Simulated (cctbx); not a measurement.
# From intensities to atoms

Cell a = 4.4060 Å, b = 4.4060 Å, c = 10.5960 Å, α = 90.00°, β = 90.00°, γ = 90.00°; space group I4/mmm (no. 139); content Er2 Sn4 Cu4.

Simulated single-crystal data (cctbx): synchrotron X-rays, λ = 0.6889 Å, to d = 0.84 Å, 95 % of the full sphere, strongest reflection 40000 counts, noise from counting, a 3 % proportional error and a noise floor of 4 counts (s.d.); no absorption, and some extinction, which the refinements don't model.

Charge flipping in P1 on normalised amplitudes to 0.84 Å, δ = 1.2 σ, 20 % of the reflections treated as weak, 300 cycles:

```text
cycle      R  skewness
    0  0.575     0.22
   25  0.437     2.61
   50  0.423     2.76
   75  0.406     2.64
  100  0.399     2.60
  125  0.401     2.57
  150  0.369     2.58
  175  0.375     2.55
  200  0.362     2.50
  225  0.373     2.60
  250  0.395     2.61
  275  0.367     2.42
origin shift          correlation  skewness
 0.181  0.868  0.132      0.881      6.23
-0.004  0.429  0.123      0.845      0.22
 0.183  0.862  0.438      0.870      5.38
-0.002  0.425  0.413      0.834      0.71
taken: symmetry correlation 0.881, skewness 6.23
peak      x       y       z  mult  height/sigma
Q1    0.0000  0.0000  0.0000    2     17.9
Q2    0.0000  0.0000  0.3890    4      9.8
Q3    0.0000  0.5000  0.2500    4      2.9
Q4    0.0000  0.0000  0.5000    2      1.6
Q5    0.2374  0.2374  0.0000    8      1.3
Q6    0.2500  0.2500  0.2500    8      1.3
Q7    0.0000  0.5000  0.1435    8      1.1
Q8    0.0000  0.1587  0.1427   16      1.1
```

The origin is taken among those within 0.04 of the best correlation, by the skewness of the map.

It took 0.32 s on 1 thread of Arm Neoverse V2, with other jobs on the host, peak memory 0.07 GiB.

Q: Assign the peaks.

Heights go roughly as Z and multiplicities must add up to the content. First model: Q1 = Er1 (2 in the cell, height 17.9), Q2 = Sn1 (4 in the cell, height 9.8) and Q3 = Cu1 (4 in the cell, height 2.9). Against the true structure, Q1 is Er, Q2 is Sn and Q3 is Cu; the other peaks are not atoms.

Least squares on F², isotropic:

```text
Rint 0.026, 76 unique reflections to 0.84 A
cycle     R1     wR2    GooF  max shift (A)
   1  0.0711  0.1844  13.028   0.01134
   2  0.0078  0.0157   1.106   0.00000
final R1 0.0078 wR2 0.0157 GooF 1.106  parameters 4  data/parameter 19.0
atom        x        y        z      Ueq    occ   su(xyz)  su(Uiso or U11)
Er1    0.00000  0.00000  0.00000   0.0110  1.000  0.00000  0.0001
Sn1    0.00000  0.00000  0.38793   0.0109  1.000  0.00002  0.0001
Cu1    0.00000  0.50000  0.25000   0.0167  1.000  0.00000  0.0002
difference map: max 0.30 min -0.57 rms 0.13
Q1    0.2102  0.2102  0.0000    8    0.31  1.31 A from Er1
Q2    0.1164  0.1164  0.3086   16    0.30  1.11 A from Sn1
Q3    0.0000  0.3542  0.0723   16    0.26  1.74 A from Er1
Q4    0.0000  0.2073  0.1663   16    0.25  1.57 A from Cu1
Q5    0.0842  0.2995  0.4559   32    0.23  1.55 A from Sn1
```

Anisotropic refinement:

```text
Rint 0.026, 76 unique reflections to 0.84 A
cycle     R1     wR2    GooF  max shift (A)
   1  0.0078  0.0157   1.134   0.00004
   2  0.0077  0.0152   1.099   0.00000
final R1 0.0077 wR2 0.0152 GooF 1.099  parameters 7  data/parameter 10.9
atom        x        y        z      Ueq    occ   su(xyz)  su(Uiso or U11)
Er1    0.00000  0.00000  0.00000   0.0111  1.000  0.00000  0.0001
Sn1    0.00000  0.00000  0.38793   0.0109  1.000  0.00002  0.0002
Cu1    0.00000  0.50000  0.25000   0.0167  1.000  0.00000  0.0002
difference map: max 0.31 min -0.61 rms 0.13
Q1    0.2111  0.2111  0.0000    8    0.31  1.32 A from Er1
Q2    0.1171  0.1171  0.3091   16    0.29  1.11 A from Sn1
Q3    0.0000  0.3543  0.0726   16    0.26  1.74 A from Er1
Q4    0.0000  0.2062  0.1674   16    0.26  1.56 A from Cu1
Q5    0.0931  0.3090  0.4464   32    0.22  1.55 A from Sn1
Q6    0.0000  0.3354  0.3120   16    0.22  0.98 A from Cu1
```

**Reading.** The refinement ends at R1 = 0.0077, wR2 = 0.0152, GooF = 1.10, with difference density between -0.61 and 0.31 e/Å³. Every site matches the true model in element, within 0.001 Å r.m.s., up to an allowed shift of origin.

True model:

```
atom  mult.    x    y       z  Ueq (Å²)
 Er1      2    0    0       0    0.0111
 Sn1      4  1/2  1/2  0.1121    0.0109
 Cu1      4    0  1/2     1/4    0.0167
```

The model is made up (kin elements in a known structure type, no relaxation), so it says nothing on whether the phase exists.

[Middle refinement cycles are left out of these outputs.]

[Logs are printed without paths, hosts, clocks, repeated set-up lines and the standing remarks that a program may print on its own settings, such as how far it seeks lower states.]
